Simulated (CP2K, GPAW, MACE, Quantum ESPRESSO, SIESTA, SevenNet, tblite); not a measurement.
# How far do other methods lie from plane waves? Random packing of Si37C33N30 (at. %) (97 atoms)

Aim: forces, pressure of random packing of Si37C33N30 (at. %) (97 atoms) at one geometry, from other programs and methods, against plane-wave PBE.

Results are calculated, not measured.

## 1. The structure

The cell holds 97 atoms (36 Si, 32 C and 29 N), with edges of 10.17, 10.17 and 10.17 Å. Recipe: 97 atoms (36 Si, 32 C, 29 N) packed at random in a cube at 2.84 g/cm³ and pushed apart as soft spheres; a start for melting by ab initio MD, not an equilibrated structure. Then every atom was moved at random, 0.02 Å r.m.s. a Cartesian component. The density is 2.84 g/cm³.

## 2. The reference input

Quantum ESPRESSO 7.5: Kohn-Sham DFT, PBE, SSSP efficiency 1.3.0 pseudopotentials, plane waves. Its input, pw.in:

```
&control
  calculation = 'scf'
  pseudo_dir = './pseudo'
  outdir = './tmp'
  disk_io = 'none'
  tprnfor = .true.
  tstress = .true.
/
&system
  ibrav = 0
  nat = 97
  ntyp = 3
  ecutwfc = 60
  ecutrho = 480
  nosym = .true.
  occupations = 'smearing'
  smearing = 'fd'
  degauss = 0.003675
/
&electrons
  conv_thr = 4.9e-07
  electron_maxstep = 100
  mixing_beta = 0.2
  mixing_mode = 'local-TF'
  diagonalization = 'david'
/
ATOMIC_SPECIES
Si 28.085 Si.upf
C 12.011 C.upf
N 14.007 N.upf
CELL_PARAMETERS angstrom
10.17490 0.00000 0.00000
0.00000 10.17490 0.00000
0.00000 0.00000 10.17490
ATOMIC_POSITIONS crystal
Si 0.80576 0.89767 0.95766
Si 0.69770 0.51137 0.21415
Si 0.50154 0.11253 0.67340
Si 0.70186 0.26102 0.26651
[... 91 atom lines left out ...]
N 0.54332 0.65233 0.67128
N 0.13205 0.08543 0.56733
K_POINTS gamma
```

```console
$ OMP_NUM_THREADS=1 mpirun -np 4 pw.x -in pw.in > output.txt
```

The job ended after 2.5 min (4 MPI ranks of Arm Neoverse V2, shared host; peak memory 3.8 GiB).

It converged with an r.m.s. force component of 1.8 eV/Å and a pressure of -0.93 GPa.

## 3. The other programs

- CP2K 2026.2: Gaussian basis with GTH pseudopotentials and a plane-wave density; labels give functional, basis (MOLOPT sets; SR short-range, UZH the newer set with its own potentials), grid cutoff/relative cutoff and solver (OT: orbital transformation; TRS4, TC2, SIGN: linear-scaling purification with its sparsity filter), or its built-in tight binding.
- GPAW 26.7.0: PAW with atomic orbitals (LCAO), plane waves or a real-space grid of spacing h.
- MACE: machine-learned potential, published weights.
- Quantum ESPRESSO 7.5: plane waves; labels (QE) give functional, pseudopotential set and cutoffs of waves/density.
- SIESTA 5.4.2: numerical atomic orbitals, whose automatically made sets are far from complete, with PseudoDojo norm-conserving potentials that we converted to its format (checked against plane waves on the same files for H, C, O, Si, Ge and Ca alone); labels give functional, basis size, energy shift and mesh cutoff.
- SevenNet: machine-learned potential, published weights.
- tblite 0.8.0: extended tight binding, driven from Python.

All use the same cell and atoms, and the electronic-structure runs the same k-mesh.

## 4. Side by side

Differences are against the reference: forces as r.m.s. over components, share as that over the reference's r.m.s. force, slope as the fitted ratio of a run's forces to the reference's.

```
                                                         run  Δ force, r.m.s. (meV/Å)  share (%)  slope  Δ pressure (GPa)  cores  CPU time  memory (GiB)
                                                   reference                        -          -      -                 -      4   9.8 min           3.8
        CP2K PBE, DZVP-MOLOPT-SR, 600/50 Ry, diagonalisation                     79.0       4.42  0.996            -0.565      4   8.2 min           4.0
CP2K PBE, SZV-MOLOPT-SR, 600/50 Ry, diagonalisation (coarse)                     1185       66.3  1.305              27.8      2   4.7 min           2.8
                                GPAW PBE, LCAO dzp, h 0.18 Å                      166       9.28  1.021                 -      2   7.8 min           1.8
                   GPAW PBE, LCAO sz(dzp), h 0.18 Å (coarse)                     1304       73.0  1.252                 -      1   1.8 min           1.2
                                GPAW PBE, plane waves 600 eV                     42.5       2.38  1.006             -2.72      1   7.8 min           1.2
                                 MACE MP-0b2 small potential                      947       53.0  0.943             -5.70      1     6.2 s          0.67
                                 MACE MPA-0 medium potential                      579       32.4  1.005             -4.86      1     7.9 s           1.3
                                 QE PBE, gbrv-1.5, 40/200 Ry                     9.37      0.525  0.997           -0.0607      2   4.4 min           1.2
           QE PBE, sssp-1.3.0-efficiency, 30/240 Ry (coarse)                     32.7       1.83  0.996             -5.19      2     4 min           1.3
                 SIESTA PBE, DZP, shift 0.01 Ry, mesh 500 Ry                      144       8.07  1.014              2.41      4    14 min           3.1
                                        SevenNet 0 potential                      855       47.9  0.899             -10.4      1     7.5 s           1.1
                                             tblite GFN1-xTB                      848       47.4  1.309             0.259      1       5 s          0.14
                                             tblite GFN2-xTB                     1031       57.7  1.024             -12.2      1      19 s          0.14
```

Rows marked coarse use a setting chosen to be so.

Times of the machine-learned potentials are mostly Python's start and the loading of weights.

CPU time is summed over cores on shared hosts, so it is rough.

## 5. What came out

Forces lie from 0.53 % (QE PBE, gbrv-1.5, 40/200 Ry) to 73 % (GPAW PBE, LCAO sz(dzp), h 0.18 Å, coarse) of the reference's r.m.s. force of 1.8 eV/Å away from it. Other PBE runs on plane waves or a grid: GPAW PBE, plane waves 600 eV 2.4 % and QE PBE, gbrv-1.5, 40/200 Ry 0.53 % of the r.m.s. force; the reference has errors of its own, so differences under a few per cent don't tell which side is nearer the exact PBE result. The PBE runs in local orbitals, coarse settings apart, differ by 4.4 % (CP2K PBE, DZVP-MOLOPT-SR, 600/50 Ry, diagonalisation) to 9.3 % (GPAW PBE, LCAO dzp, h 0.18 Å); basis, grid and potentials can all enter. Tight binding differs by 47 % (tblite GFN1-xTB) to 58 % (tblite GFN2-xTB); it is another model, with fitted parameters of its own, and the xTB methods hold dispersion.

Machine-learned potentials differ by 32 % (MACE MPA-0 medium potential) to 53 % (MACE MP-0b2 small potential); they were trained on other programs' data. Runs with settings chosen to be coarse differ by 1.8 % (QE PBE, sssp-1.3.0-efficiency, 30/240 Ry) to 73 % (GPAW PBE, LCAO sz(dzp), h 0.18 Å), their programs' other errors included. Pressures at PBE, coarse settings apart, lie -2.72 to +2.41 GPa from the reference's. A pressure off by over 25 GPa (CP2K PBE, SZV-MOLOPT-SR, 600/50 Ry, diagonalisation) is no usable stress for this cell.

**Limits.** Periodic xTB results under one method name differ between programs and library versions. The reference's pressure holds the uncorrected Pulay stress of its 60 Ry basis, so small pressure differences, may be the reference's own error. The electron count is odd in these runs, and they have no spin polarisation, so the unpaired electron is spread evenly over both spins. Machine-learned potentials mimic data converged in k, so the reference's own k-point error enters their differences. The reference's stress is far from hydrostatic: its diagonal is -3.0, -1.1, 1.2 GPa, compression counted positive. The electron count is odd and the run has no spin polarisation, so levels at the top are partly filled by construction. The electronic-structure runs sample only Γ, in a cell whose shortest periodic width is 10 Å, which is coarse for a cell with partly filled levels. Where levels are smeared, the DFT runs use Fermi–Dirac occupations at 580 K (0.05 eV), and energies are free energies. The atoms were displaced at random, and shares hang on the size of the forces that this gives. The reference's cutoffs and mesh weren't converged further here.

[Long decimals in the printed logs are rounded to 6 places.]

[Logs are printed without paths, hosts, clocks, repeated set-up lines and the standing remarks that a program may print on its own settings, such as how far it seeks lower states.]

[Hosts, paths, dates, database ids (printed as entryN), source tags and the programs' standing remarks are cut or masked in the printed files.]

[Only finished runs are shown, without SIESTA runs on faulty potentials for Cu, Fe, Ni or Zn; cells were taken only where this reference lay near another plane-wave run.]
